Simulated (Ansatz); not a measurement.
## Quasi-harmonic thermodynamics of K (Im-3m)

Wanted: α(T), C_P(T) and B(T) of K in the quasi-harmonic approximation.

What experiment has found for this phase:
- heat capacity C_P per formula unit 29.4 J/mol/K near room temperature (given in “High-Throughput Prediction of Finite-Temperature Properties using the Quasi-Harmonic Approximation”, 2016, arXiv:1603.06924)

Method: DFT LDA, scalar-relativistic, plane waves, PAW, in the first sound run; inputs show where later runs differ, in Ansatz 0.2.0.

The database entry behind the starting cell lists a temperature near 5 K, so it need not match the best structure at ambient conditions.

## Step 1: The structure

The structure is cubic, space group Im-3m (No. 229). The conventional cell has a = 5.225 Å, b = 5.225 Å, c = 5.225 Å, α = 90.00°, β = 90.00°, γ = 90.00°. K has 8 K at 4.52 Å nearest.

## Step 2: Probe on a coarse mesh

Before spending time, one coarse run tells the gap and the pressure of the starting cell.

File input.yaml:

```yaml
crystal:
  lattice:
    - [-2.6125, 2.6125, 2.6125]
    - [2.6125, -2.6125, 2.6125]
    - [2.6125, 2.6125, -2.6125]
  atoms:
    - { symbol: K, position: [0.0, 0.0, 0.0] }
kpoints:
  mp_grid: { grid: [6, 6, 6] }
hamiltonian:
  xc: lda
scf:
  occupations: { method: gaussian, width: 0.1 }
output:
  forces: true
  stress: true
  eigenvalues: true
```

Run with:

```sh
$ ansatz run input.yaml --threads 4 --pin off --max-ram 16384MiB --backend cpu --events-out ev --progress --plain --runs-dir out
```

Numbers of over 12 decimals in the logs are rounded to 6 here.

The log of the run:

```text
Engine: ansatz 0.2.0, x86_64-unknown-linux-gnu
Pseudopotentials: kind: paw
Pseudopotential: K, paw, valence charge 9, recommended cutoff 420 eV (normal), K.paw.azcp
Functional definition: SPW92
  exchange = slater_x
  correlation = pw_c
Crystal: 1 atoms, lattice volume = 71.323 Å³
Basis set: ecut = 420 eV, 1433 PW (Γ)
Bands: 9, of which v1, the nominal top of the filled ones, is band 5 counted from 1 (4 counted from 0)
Symmetry: 48 space group operations
Space group: Im-3m (ITA 229), of the structure as read, at distance tolerance 4.1e-5 Å
k-points: 16 of 216
Non-local potential: K, projectors of the file, l = 0: 3, l = 1: 2, l = 2: 2
PAW form: soft (Blöchl's): semilocal exchange-correlation on the pseudo side does not see the compensation charge
PAW frozen core: K, regenerated for the run's functional, and the local potential with it (the file was generated under x = pbe(κ = 0.804, μ = 0.219515), c = pbe(β = 0.066725))
PAW one-centre angular grid: K, 110 points (default); XC on 64 Gauss nodes
Initial density: superposition of atomic densities (neutral atoms: chi_scale 0, normalization atom), corrected by the library's trained network
Initial wavefunctions: pseudopotential atomic-orbital guess
Functional: x = slater, c = lda
SCF iter   1: F=—  HF=-1496.227170 eV  |F-HF|=—  |Δ(HF+E_count)|=         —  Δρ=3.26e-3  dr2=2.75e-3  ethr=1.77e-3  ⟨swp⟩=5.1  Hψ=1020  notcnv=0
preconditioner: auto → none  [insulator: Δε(μ)=0.280 eV  Ē_g=4.171 eV  σ=0.100 eV  W_gap=0.56  n_scr=12 (ndim 8)  ℏωp=4.4 eV  f_vac=0.000  D(μ)=2.48/eV (n_scr^D=18)  ε∞_Penn≈2.1]
SCF iter   2: F=—  HF=-1496.226476 eV  |F-HF|=—  |Δ(HF+E_count)|=   6.94e-4  Δρ=1.61e-3  dr2=5.12e-4  ethr=3.05e-5  ⟨swp⟩=2.1  Hψ=325  notcnv=0
SCF iter   3: F=—  HF=-1496.226460 eV  |F-HF|=—  |Δ(HF+E_count)|=   1.54e-5  Δρ=2.85e-4  dr2=3.78e-5  ethr=5.69e-6  ⟨swp⟩=2.0  Hψ=189  notcnv=0
SCF iter   4: F=—  HF=-1496.226455 eV  |F-HF|=—  |Δ(HF+E_count)|=   5.53e-6  Δρ=4.47e-5  dr2=1.08e-6  ethr=4.20e-7  ⟨swp⟩=2.5  Hψ=206  notcnv=0
iter 5 did not close the SCF: its close was put off for the readings that it lacked (scf_convergence_deferred on its scf_iter line)
SCF iter   5: F=-1496.226454 eV  HF=-1496.226455 eV  |F-HF|=8.14e-8  |Δ(HF+E_count)|=   1.58e-7  Δρ=1.23e-5  dr2=9.26e-8  ethr=1.20e-8  ⟨swp⟩=2.0  Hψ=210  notcnv=0
SCF iter   6: F=-1496.226455 eV  HF=-1496.226455 eV  |F-HF|=4.25e-9  |Δ(HF+E_count)|=   4.32e-8  Δρ=2.75e-6  dr2=4.72e-9  ethr=1.03e-9  ⟨swp⟩=3.4  Hψ=598  notcnv=0
SCF 1 converged in 6 iterations: F = -1496.226455 eV  dr2 = 4.72e-9
  greatest PAW one-centre occupation: 0.986 electrons in one spin orbital (limit 2), on the K atom at site 0 (counted from 0), in its partial waves of l = 0
SCF converged after 6 iterations
Free energy (F): -1496.226455 eV
Harris-Foulkes:  -1496.226455 eV  (|F-HF|=4.25e-9)
Internal energy: -1496.214069 eV  (E = F + TS)
E sigma→0 (E₀):  -1496.220262 eV
Entropy (-TS):   -0.012386 eV (-12.386 meV/atom)
Fermi energy:    1.709182 eV
--- Per-component energies (eV) ---
  E_band       = -142.422446
  E_kinetic    = 251.703109
  E_local      = -749.441444  (includes V_loc(G=0)·N_el)
  E_nonlocal   = 15.710409
  E_hartree    = 265.738436
  E_xc         = -131.279160
  E_vxc        = -161.312099  (∫ρ·V_xc dr)
  E_paw        = -742.711778  (= ΣΔE_a)
  E_vpaw       = -30.557360  (= ΣTr[D̂ρ^β])
  E_aug_tail   = -0.000003  (compensation charges beyond the density's cutoff)
  E_ewald      = -406.191138
  E_core_change = 0.257500  (= ΣΔE_core)
  E_smearing   = -0.012386  (= −TS)
  E_closure    = 0.000000  (closes the sum)
  Σ components = -1496.226455   (vs F -1496.226455, Δ=0.00e0)
--- Forces (eV/Å), atoms counted from 1 ---
  atom   1  K     -0.00000000     0.00000000    -0.00000000
  max |Σ_I F_I| component: 2.47e-32 eV/Å
--- Stress (GPa, compression-positive) ---
       -0.358774      -0.000000      -0.000000
        0.000000      -0.358774      -0.000000
        0.000000       0.000000      -0.358774
  P = ⅓ Tr σ = -0.3588 GPa (-3.588 kbar)
--- Band table (eV; the first three rows and the last of 16) ---
  k-point 0: bands = ["-30.1605", "-13.7991", "-13.7991", "-13.7991", "-0.5201", "5.8747", "5.8747", "5.8747", "6.8174"]
  k-point 1: bands = ["-30.1592", "-13.8189", "-13.8057", "-13.7990", "-0.1681", "5.3009", "5.5163", "6.1565", "6.5719"]
  k-point 2: bands = ["-30.1567", "-13.8581", "-13.8189", "-13.7990", "0.8201", "3.8495", "4.9928", "6.6469", "6.9088"]
  k-point 15: bands = ["-30.1514", "-13.8556", "-13.8556", "-13.8556", "3.3541", "3.3541", "5.2214", "5.2214", "5.2214"]
```

Run time: 1.3 s. Hardware: 4 threads of Intel Xeon Platinum 8488C (Sapphire Rapids), shared host; peak memory 0.33 GiB; 1.6 s of CPU time.

The column dr2 measures how far the density is from self-consistency, as an energy; F and HF (Harris–Foulkes) agree once it is small.

Numbers from this step:

```
pressure          : -0.3588 GPa
volume per atom   : 71.32 Å³
gap on the k-mesh : 0 eV
```

The start is under -0.36 GPa at this level and looks like a metal on this mesh.

## Step 3: Relaxation

The vibrations must be taken about the equilibrium of this functional, not about the starting cell, so the structure is relaxed.

input.yaml, the sections that differ from step 2:

```yaml
kpoints:
  mp_grid: { grid: [12, 12, 12] }
output:
  forces: true
  stress: true
  eigenvalues: true
  write_density: true
  write_potential: true
  elf: true
  volumetric_format: npy
relax:
  adjacent_minimum: "off"
  f_tol: 0.005
  max_steps: 80
  cell: { stress_tol: 0.05 }
# crystal, hamiltonian, scf: as in step 2
```

The log of the run:

```text
[...]
Crystal: 1 atoms, lattice volume = 71.323 Å³
Basis set: ecut = 420 eV, 1433 PW (Γ)
Bands: 9, of which v1, the nominal top of the filled ones, is band 5 counted from 1 (4 counted from 0)
Symmetry: 48 space group operations
[...]
k-points: 72 of 1728
[...]
SCF iter   1: F=—  HF=-1496.242985 eV  |F-HF|=—  |Δ(HF+E_count)|=         —  Δρ=3.25e-3  dr2=2.68e-3  ethr=1.77e-3  ⟨swp⟩=5.1  Hψ=4705  notcnv=0
[...]
SCF iter   6: F=-1496.242232 eV  HF=-1496.242232 eV  |F-HF|=1.14e-8  |Δ(HF+E_count)|=   1.70e-7  Δρ=4.71e-6  dr2=3.20e-8  ethr=1.11e-9  ⟨swp⟩=9.1  Hψ=4566  notcnv=0
SCF 1 converged in 6 iterations: F = -1496.242232 eV  dr2 = 3.20e-8
[...]
relax step   1: F+E_penalty+E_count = -1496.24223198 eV  Δ(F+E_penalty+E_count) = +0.000e0 eV  max|allowed force component| = 0.000e0 eV/Å  Δτ_max = 0.0000 Å  P = -0.386 GPa  Ω = 71.323 Å³  (6 SCF iters, dr2 threshold 1.00e-7 eV, accepted)
Crystal: 1 atoms, lattice volume = 70.506 Å³
Basis set: ecut = 420 eV, 1409 PW (Γ)
[...]
iter 1 solved again at ethr=5.69e-8 eV; its pass at ethr=3.10e-3 eV (dr2=5.12e-6 eV) is discarded
[...]
SCF iter   3: F=-1496.244124 eV  HF=-1496.244123 eV  |F-HF|=1.18e-8  |Δ(HF+E_count)|=   8.33e-7  Δρ=8.10e-6  dr2=6.40e-8  ethr=1.11e-9  ⟨swp⟩=5.5  Hψ=3268  notcnv=0
SCF 2 converged in 3 iterations: F = -1496.244124 eV  dr2 = 6.40e-8
relax step   2: F+E_penalty+E_count = -1496.24412351 eV  Δ(F+E_penalty+E_count) = -1.892e-3 eV  max|allowed force component| = 0.000e0 eV/Å  Δτ_max = 0.0000 Å  P = -0.352 GPa  Ω = 70.506 Å³  energy of the carried Pulay correction = +9.159e-6 eV  (3 SCF iters, dr2 threshold 1.00e-7 eV, accepted)
Crystal: 1 atoms, lattice volume = 63.183 Å³
Basis set: ecut = 420 eV, 1253 PW (Γ)
[...]
SCF iter   5: F=-1496.251430 eV  HF=-1496.251430 eV  |F-HF|=1.60e-8  |Δ(HF+E_count)|=   2.91e-7  Δρ=3.85e-6  dr2=9.59e-9  ethr=1.11e-9  ⟨swp⟩=7.7  Hψ=4151  notcnv=0
SCF 3 converged in 5 iterations: F = -1496.251430 eV  dr2 = 9.59e-9
relax step   3: F+E_penalty+E_count = -1496.25142969 eV  Δ(F+E_penalty+E_count) = -7.306e-3 eV  max|allowed force component| = 0.000e0 eV/Å  Δτ_max = 0.0000 Å  P = +0.074 GPa  Ω = 63.183 Å³  energy of the carried Pulay correction = +9.623e-5 eV  (5 SCF iters, dr2 threshold 1.00e-7 eV, accepted)
[...]
relax step   4: F+E_penalty+E_count = -1496.25164293 eV  Δ(F+E_penalty+E_count) = -2.132e-4 eV  max|allowed force component| = 0.000e0 eV/Å  Δτ_max = 0.0000 Å  P = -0.010 GPa  Ω = 64.343 Å³  energy of the carried Pulay correction = +8.180e-5 eV  (5 SCF iters, dr2 threshold 1.37e-8 eV, accepted)
[...]
SCF iter   5: F=-1496.251594 eV  HF=-1496.251594 eV  |F-HF|=1.36e-12  |Δ(HF+E_count)|=  7.73e-12  Δρ=4.72e-8  dr2=2.72e-12  ethr=1.00e-12  ⟨swp⟩=4.4  Hψ=1944  notcnv=0
SCF 5 converged in 5 iterations: F = -1496.251594 eV  dr2 = 2.72e-12
relax step   5: F+E_penalty+E_count = -1496.25159383 eV  Δ(F+E_penalty+E_count) = +4.910e-5 eV  max|allowed force component| = 0.000e0 eV/Å  Δτ_max = 0.0000 Å  P = -0.011 GPa  Ω = 64.343 Å³  stress off target by 1.10e-2 GPa  SCF on the basis re-selected at this cell (its energy is not comparable with the rows above)  (5 SCF iters)
basis re-selected at this cell: Δ(F+E_penalty+E_count) = +4.910e-5 eV, ΔP = -0.001 GPa vs the last step (what re-selecting the basis moved, of the pressure what is left beyond the Pulay correction that the steps carried, after the strain that the cell walked since its last selection, with what the two solves' SCF thresholds leave and, on support functions, any second-order correction that the steps lacked; it is no measure of the basis error at this ecutwfc). The dense FFT grid was sized anew with the basis: this SCF ran on 30×30×30 points, the steps before it on 32×32×32, so part of this shift can come from that change (see relax.cell in the input reference). [rest of the remark cut]
SCF converged after 5 iterations
Free energy (F): -1496.251594 eV
[...]
Internal energy: -1496.246856 eV  (E = F + TS)
E sigma→0 (E₀):  -1496.249225 eV
Entropy (-TS):   -0.004738 eV (-4.738 meV/atom)
Fermi energy:    2.121264 eV
[...]
--- Stress (GPa, compression-positive) ---
       -0.011050       0.000000       0.000000
       -0.000000      -0.011050       0.000000
       -0.000000       0.000000      -0.011050
  P = ⅓ Tr σ = -0.0110 GPa (-0.110 kbar)
--- Band table (eV; the first three rows and the last of 72) ---
[...]
--- Relaxed structure (4 steps of the walk, 4 accepted, 1 SCFs on fresh bases) ---
  F+E_penalty+E_count = -1496.25159383 eV   max|allowed force component| = 0.000e0 eV/Å   (the final SCF, on the basis selected at the relaxed cell)
  cell:  # Å, volume = 64.3433 Å³
    - [-2.524340, 2.524340, 2.524340]
    - [2.524340, -2.524340, 2.524340]
    - [2.524340, 2.524340, -2.524340]
  atoms:
    - { symbol: K, position: [0.0, 0.0, 0.0] }
```

It took 3.4 s on 4 threads; peak memory 0.43 GiB; 9.1 s of CPU time.

Relaxation path:

| step | energy less that of the first step (eV) | largest force component (eV/Å) | pressure (GPa) | volume (Å³) |
| --- | --- | --- | --- | --- |
| 1 | 0.0000 | 0.0000 | -0.39 | 71.32 |
| 2 | -0.0019 | 0.0000 | -0.35 | 70.51 |
| 3 | -0.0092 | 0.0000 | 0.07 | 63.18 |
| 4 | -0.0094 | 0.0000 | -0.01 | 64.34 |
| 5* | -0.0094 | 0.0000 | -0.01 | 64.34 |

Relaxation steps marked * repeat the geometry before them on a plane-wave basis chosen anew for their cell, so energy and pressure can jump there.

| conventional cell, symmetrised | before | after | change |
| --- | --- | --- | --- |
| a (Å) | 5.225 | 5.049 | -3.4 % |
| b (Å) | 5.225 | 5.049 | -3.4 % |
| c (Å) | 5.225 | 5.049 | -3.4 % |
| volume (Å³/atom) | 71.32 | 64.34 | -9.8 % |

The relaxed structure:

```cif
data_structure
_symmetry_space_group_name_H-M 'P 1'
_symmetry_Int_Tables_number 1
_cell_length_a 4.3723
_cell_length_b 4.3723
_cell_length_c 4.3723
_cell_angle_alpha 109.471
_cell_angle_beta 109.471
_cell_angle_gamma 109.471
_cell_volume 64.34
loop_
_atom_site_label
_atom_site_type_symbol
_atom_site_fract_x
_atom_site_fract_y
_atom_site_fract_z
_atom_site_occupancy
K1 K 0.00000 0.00000 0.00000 1
```

This step gave:

| Property | Result |
| --- | --- |
| pressure | -0.01105 GPa |
| volume per atom | 64.34 Å³ |

Electrostatic potential energy in the ac plane of the conventional cell at fractional y = 0.000, with atoms of K within 0.2 Å of it. With pseudopotentials it is smooth inside the atoms' cores, unlike the true potential.

Ten even steps from '0' (-42 eV) to '9' (5 eV), each cell a mean:
```
01589999999720
24799999999862
78899999999987
99999999999999
99999999999999
99999999999999
99999999999999
99999999999999
99999999999999
99999999999999
88999999999998
56899999999875
02689999999841
00589999999720
```
Columns run along a (5.0 Å; values clipped at the 3rd and 97th percentile), rows up along c (5.0 Å), edges of the conventional cell, whose origin can differ from the input's. Atoms in or near the plane, at fractional coordinates: K at (0.00, 0.00).

Valence density in the ac plane of the conventional cell at fractional y = 0.000, with atoms of K within 0.2 Å of it. It is the smooth field of the valence electrons, not physical close to the nuclei.

Values in e/Å³, 14 rows by 14 columns, each cell a mean:
```
4.0 2.8 0.9 0.2 0.0 0.0 0.0 0.0 0.0 0.0 0.1 0.4 1.9 3.7
2.2 1.3 0.4 0.1 0.0 0.0 0.0 0.0 0.0 0.0 0.1 0.2 0.8 1.9
0.5 0.3 0.1 0.0 0.0 0.0 0.0 0.0 0.0 0.0 0.0 0.1 0.2 0.4
0.1 0.1 0.0 0.0 0.0 0.0 0.0 0.0 0.0 0.0 0.0 0.0 0.1 0.1
0.0 0.0 0.0 0.0 0.0 0.0 0.0 0.0 0.0 0.0 0.0 0.0 0.0 0.0
0.0 0.0 0.0 0.0 0.0 0.0 0.0 0.0 0.0 0.0 0.0 0.0 0.0 0.0
0.0 0.0 0.0 0.0 0.0 0.0 0.0 0.0 0.0 0.0 0.0 0.0 0.0 0.0
0.0 0.0 0.0 0.0 0.0 0.0 0.0 0.0 0.0 0.0 0.0 0.0 0.0 0.0
0.0 0.0 0.0 0.0 0.0 0.0 0.0 0.0 0.0 0.0 0.0 0.0 0.0 0.0
0.0 0.0 0.0 0.0 0.0 0.0 0.0 0.0 0.0 0.0 0.0 0.0 0.0 0.0
0.2 0.1 0.1 0.0 0.0 0.0 0.0 0.0 0.0 0.0 0.0 0.0 0.1 0.2
1.1 0.7 0.2 0.1 0.0 0.0 0.0 0.0 0.0 0.0 0.0 0.1 0.4 0.9
3.2 2.1 0.7 0.1 0.0 0.0 0.0 0.0 0.0 0.0 0.1 0.3 1.3 2.8
4.2 3.2 1.1 0.2 0.0 0.0 0.0 0.0 0.0 0.0 0.1 0.5 2.2 4.0
```
Columns run along a (5.0 Å), rows up along c (5.0 Å), edges of the conventional cell, whose origin can differ from the input's. Atoms in or near the plane, at fractional coordinates: K at (0.00, 0.00).

ELF in the ac plane of the conventional cell at fractional y = 0.000, with atoms of K within 0.2 Å of it. It is the smooth field of the valence electrons, not physical close to the nuclei.

Values, 14 rows by 14 columns, each cell a mean:
```
0.74 0.85 0.77 0.36 0.07 0.11 0.33 0.40 0.21 0.06 0.16 0.62 0.85 0.80
0.86 0.83 0.61 0.20 0.06 0.16 0.38 0.44 0.26 0.08 0.09 0.41 0.77 0.85
0.65 0.52 0.26 0.08 0.09 0.25 0.44 0.48 0.35 0.14 0.06 0.14 0.41 0.62
0.19 0.13 0.07 0.07 0.19 0.37 0.48 0.49 0.43 0.27 0.11 0.06 0.09 0.16
0.06 0.07 0.11 0.21 0.34 0.45 0.47 0.48 0.47 0.40 0.27 0.14 0.08 0.06
0.20 0.23 0.30 0.40 0.45 0.46 0.45 0.45 0.46 0.47 0.43 0.35 0.26 0.21
0.40 0.42 0.46 0.49 0.49 0.46 0.43 0.43 0.45 0.48 0.49 0.48 0.44 0.40
0.32 0.35 0.41 0.46 0.48 0.46 0.44 0.43 0.45 0.47 0.48 0.44 0.38 0.33
0.10 0.13 0.20 0.31 0.42 0.46 0.46 0.46 0.46 0.45 0.37 0.25 0.16 0.11
0.07 0.06 0.06 0.12 0.27 0.42 0.48 0.49 0.45 0.34 0.19 0.09 0.06 0.07
0.39 0.28 0.11 0.06 0.12 0.31 0.46 0.49 0.40 0.21 0.07 0.08 0.20 0.36
0.80 0.71 0.42 0.11 0.06 0.20 0.41 0.46 0.30 0.11 0.07 0.26 0.61 0.77
0.84 0.86 0.71 0.28 0.06 0.13 0.35 0.42 0.23 0.07 0.13 0.52 0.83 0.85
0.65 0.84 0.80 0.39 0.07 0.10 0.32 0.40 0.20 0.06 0.19 0.65 0.86 0.74
```
Columns run along a (5.0 Å), rows up along c (5.0 Å), edges of the conventional cell, whose origin can differ from the input's. Atoms in or near the plane, at fractional coordinates: K at (0.00, 0.00).

The relaxation ends with a pressure of -0.01 GPa.

(Continued in part 2 of 4.)

[Logs are printed without paths, hosts, clocks, repeated set-up lines and the standing remarks that a program may print on its own settings, such as how far it seeks lower states.]

[Hosts, paths, dates, database ids (printed as entryN), source tags and the programs' standing remarks are cut or masked in the printed files.]

[A step with changed settings may run another functional than the one named; its input shows which.]
